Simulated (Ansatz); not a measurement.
# SnH2 (model cell, started as CdI2 type): from the cell to its phonons, part 2 of 2

How does SnH2 (model cell, started as CdI2 type) vibrate, and is this structure a minimum?

Ansatz 0.2.0; DFT PBEsol, scalar-relativistic, plane waves, PAW.

So far. Step 4 (Relaxing to small forces for the phonons): The largest force component left is 0.017 meV/Å and the pressure is -0.003 GPa, within the tolerances set. The cell now holds 11.73 Å³/atom. Step 5 (Zone-centre response): Before it was imposed, the acoustic sum rule was missed by 2.6e-4 eV/Å². Small misses are needed for a sound result but don't prove that mesh and cutoff are converged. The relaxed cell has a = 3.597, c = 3.141 Å (conventional setting).

The structure was built from a prototype and need not be the compound's stable phase.

## 6. The dispersion (continued)

The partial phonon density of states has structure finer than the step of the table below, so its rows give means over 50 cm⁻¹, whole bins alone (the curve runs from -582 to 891 cm⁻¹). Peaks (cm⁻¹: height): H 436.9: 0.00989, 557.3: 0.0104, 779.6: 0.0249; Sn -35.5: 0.0127, 66.4: 0.0173, 122.0: 0.0213.

Phonopy on the run's constants, 19x19x19 mesh, Gaussian sigma 10.5 cm-1. Interpolated from a 3×3×4 q mesh. The partial phonon density of states by wavenumber; means over each step; values in 1/cm⁻¹/cell:

| wavenumber (cm⁻¹) | H | Sn |
| --- | --- | --- |
| -550 | 9.3e-5 | 0 |
| -500 | 1.7e-4 | 0 |
| -450 | 2.1e-4 | 0 |
| -400 | 2.6e-4 | 0 |
| -350 | 2.4e-4 | 0 |
| -300 | 2.7e-4 | 5.7e-6 |
| -250 | 4.6e-4 | 1.3e-5 |
| -200 | 4.7e-4 | 4.8e-5 |
| -150 | 5.3e-4 | 1.3e-4 |
| -100 | 6.6e-4 | 0.00143 |
| -50 | 6.7e-4 | 0.00916 |
| 0 | 1.7e-4 | 0.00726 |
| 50 | 4.5e-4 | 0.0165 |
| 100 | 6.5e-4 | 0.0172 |
| 150 | 5.2e-4 | 0.00596 |
| 200 | 0.00103 | 4.5e-4 |
| 250 | 0.00199 | 3.7e-4 |
| 300 | 0.00521 | 6.8e-4 |
| 350 | 0.00611 | 3.5e-4 |
| 400 | 0.00880 | 1.6e-4 |
| 450 | 0.00913 | 7.8e-5 |
| 500 | 0.00728 | 4.8e-5 |
| 550 | 0.00921 | 5.0e-5 |
| 600 | 0.00470 | 2.3e-5 |
| 650 | 0.00649 | 1.1e-5 |
| 700 | 0.0156 | 5.2e-6 |
| 750 | 0.0187 | 0 |
| 800 | 0.0177 | 0 |
| 850 | 0.00219 | 0 |

Symmetry leaves 10 wavevectors to solve. The lowest mode among them, the acoustic zeros apart, lies at q = (0.333, 0.333, 0) and is imaginary, 580.6i cm⁻¹, so the energy falls along it.

## 7. Another isotope, element H, natural mass 1.008 amu

An isotope changes the mass and not the force constants, so no new electronic calculation is needed; the shifts show which modes move this element.

The same force constants with the mass of H changed from 1.008 to 2.014 u (phonopy, no LO-TO term). Both lists are sorted by frequency; levels can cross, so a row need not hold one and the same mode. Modes under 3 cm⁻¹ are left out. Isotope shifts, by row:

| q | rank | natural mass (cm⁻¹) | changed mass (cm⁻¹) |
| --- | --- | --- | --- |
| 0 0 0 | 1 | -280.6 | -200.1 |
| 0 0 0 | 2 | -280.6 | -200.1 |
| 0 0 0 | 6 | 454.4 | 324.1 |
| 0 0 0 | 7 | 780.9 | 552.5 |
| 0 0 0 | 8 | 815.2 | 576.7 |
| 0 0 0 | 9 | 815.2 | 576.7 |
| 0 0 0.25 | 1 | -106.9 | -93.95 |
| 0 0 0.25 | 2 | -106.9 | -93.95 |
| 0 0 0.25 | 3 | 76.03 | 75.44 |
| 0 0 0.25 | 4 | 117.5 | 94.55 |
| 0 0 0.25 | 5 | 117.5 | 94.55 |
| 0 0 0.25 | 6 | 564.4 | 402.4 |
| 0 0 0.25 | 7 | 775.3 | 548.5 |
| 0 0 0.25 | 8 | 780.4 | 552.1 |
| 0 0 0.25 | 9 | 780.4 | 552.1 |
| 0 0 -0.5 | 1 | -61.2 | -60.78 |
| 0 0 -0.5 | 2 | -61.2 | -60.78 |
| 0 0 -0.5 | 3 | 120.8 | 120.2 |
| 0 0 -0.5 | 4 | 314.3 | 223.9 |
| 0 0 -0.5 | 5 | 314.3 | 223.9 |
| 0 0 -0.5 | 6 | 681 | 484.3 |
| 0 0 -0.5 | 7 | 762.1 | 539.2 |
| 0 0 -0.5 | 8 | 796.9 | 563.7 |
| 0 0 -0.5 | 9 | 796.9 | 563.7 |
| 0 0.3333 0 | 1 | 23.69 | 23.68 |
| 0 0.3333 0 | 2 | 25.71 | 25.68 |
| 0 0.3333 0 | 3 | 128.1 | 126.8 |
| 0 0.3333 0 | 4 | 435.2 | 308.1 |
| 0 0.3333 0 | 5 | 458.2 | 324.4 |
| 0 0.3333 0 | 6 | 504 | 360.1 |
| 0 0.3333 0 | 7 | 650.8 | 460.6 |
| 0 0.3333 0 | 8 | 790.7 | 559.4 |
| 0 0.3333 0 | 9 | 801.8 | 567.2 |

A mode of this element alone would shift by -29.26 %. The highest zone-centre frequency without the field goes from 815.2 to 576.7 cm⁻¹ (-29.3 %).

## 8. Another isotope, element Sn, natural mass 118.71 amu

The same for Sn, from 118.71 to 123.91 u.

The same force constants with the mass of Sn changed from 118.710 to 123.905 u (phonopy, no LO-TO term). Both lists are sorted by frequency; levels can cross, so a row need not hold one and the same mode. Modes under 3 cm⁻¹ are left out. Isotope shifts, by row:

| q | rank | natural mass (cm⁻¹) | changed mass (cm⁻¹) |
| --- | --- | --- | --- |
| 0 0 0 | 1 | -280.6 | -280.5 |
| 0 0 0 | 2 | -280.6 | -280.5 |
| 0 0 0 | 6 | 454.4 | 454.2 |
| 0 0 0 | 7 | 780.9 | 780.9 |
| 0 0 0 | 8 | 815.2 | 815.2 |
| 0 0 0 | 9 | 815.2 | 815.2 |
| 0 0 0.25 | 1 | -106.9 | -105.4 |
| 0 0 0.25 | 2 | -106.9 | -105.4 |
| 0 0 0.25 | 3 | 76.03 | 74.44 |
| 0 0 0.25 | 4 | 117.5 | 116.6 |
| 0 0 0.25 | 5 | 117.5 | 116.6 |
| 0 0 0.25 | 6 | 564.4 | 564.2 |
| 0 0 0.25 | 7 | 775.3 | 775.3 |
| 0 0 0.25 | 8 | 780.4 | 780.3 |
| 0 0 0.25 | 9 | 780.4 | 780.3 |
| 0 0 -0.5 | 1 | -61.2 | -59.92 |
| 0 0 -0.5 | 2 | -61.2 | -59.92 |
| 0 0 -0.5 | 3 | 120.8 | 118.3 |
| 0 0 -0.5 | 4 | 314.3 | 314.2 |
| 0 0 -0.5 | 5 | 314.3 | 314.2 |
| 0 0 -0.5 | 6 | 681 | 680.9 |
| 0 0 -0.5 | 7 | 762.1 | 762.1 |
| 0 0 -0.5 | 8 | 796.9 | 796.9 |
| 0 0 -0.5 | 9 | 796.9 | 796.9 |
| 0 0.3333 0 | 1 | 23.69 | 23.19 |
| 0 0.3333 0 | 2 | 25.71 | 25.17 |
| 0 0.3333 0 | 3 | 128.1 | 125.5 |
| 0 0.3333 0 | 4 | 435.2 | 435.2 |
| 0 0.3333 0 | 5 | 458.2 | 458.2 |
| 0 0.3333 0 | 6 | 504 | 503.8 |
| 0 0.3333 0 | 7 | 650.8 | 650.8 |
| 0 0.3333 0 | 8 | 790.7 | 790.7 |
| 0 0.3333 0 | 9 | 801.8 | 801.8 |

A mode of this element alone would shift by -2.12 %. The highest zone-centre frequency without the field goes from 815.2 to 815.2 cm⁻¹ (+0.0 %).

## 9. Results

```
space group after relaxation (within 0.01 Å)            : P-3m1
volume per atom                                         : 11.7 Å³
electronic character                                    : no gap on this mesh
highest optical mode at the zone centre (no LO-TO term) : 815 cm⁻¹
lowest optical zone-centre mode                         : -281 cm⁻¹
lowest mode on the q mesh (acoustic modes at Γ apart)   : -581 cm⁻¹
highest frequency on the path or at a solved wavevector : 856 cm⁻¹
imaginary modes on the 3×3×4 q mesh                     : yes
```

**Reading.** Modes are clearly imaginary (beyond 10i cm⁻¹) at 9 of the 10 irreducible wavevectors, most at q = (0.333, 0.333, 0) (580.6i cm⁻¹), so this structure is not a minimum of the energy. The optical modes at Γ span -281 to 815 cm⁻¹ (negative means imaginary). The highest mode in this list at Γ, 815.2 cm⁻¹, is mostly motion of H (100 % of the kinetic energy). With no gap, or one that is small against the smearing, the frequencies hang on the k mesh and the smearing, most of all near Kohn anomalies. Spin-orbit coupling is left out, which can matter for the heavy elements here. A phonon run warned that its eigensolver left some bands unconverged in a pass. The starting cell was built on a prototype and not taken from a measurement, so the phase need not exist. These are harmonic frequencies at zero temperature: anharmonic shifts, linewidths and thermal expansion are left out.

[Logs are printed without paths, hosts, clocks, repeated set-up lines and the standing remarks that a program may print on its own settings, such as how far it seeks lower states.]

[Hosts, paths, dates, database ids (printed as entryN), source tags and the programs' standing remarks are cut or masked in the printed files.]
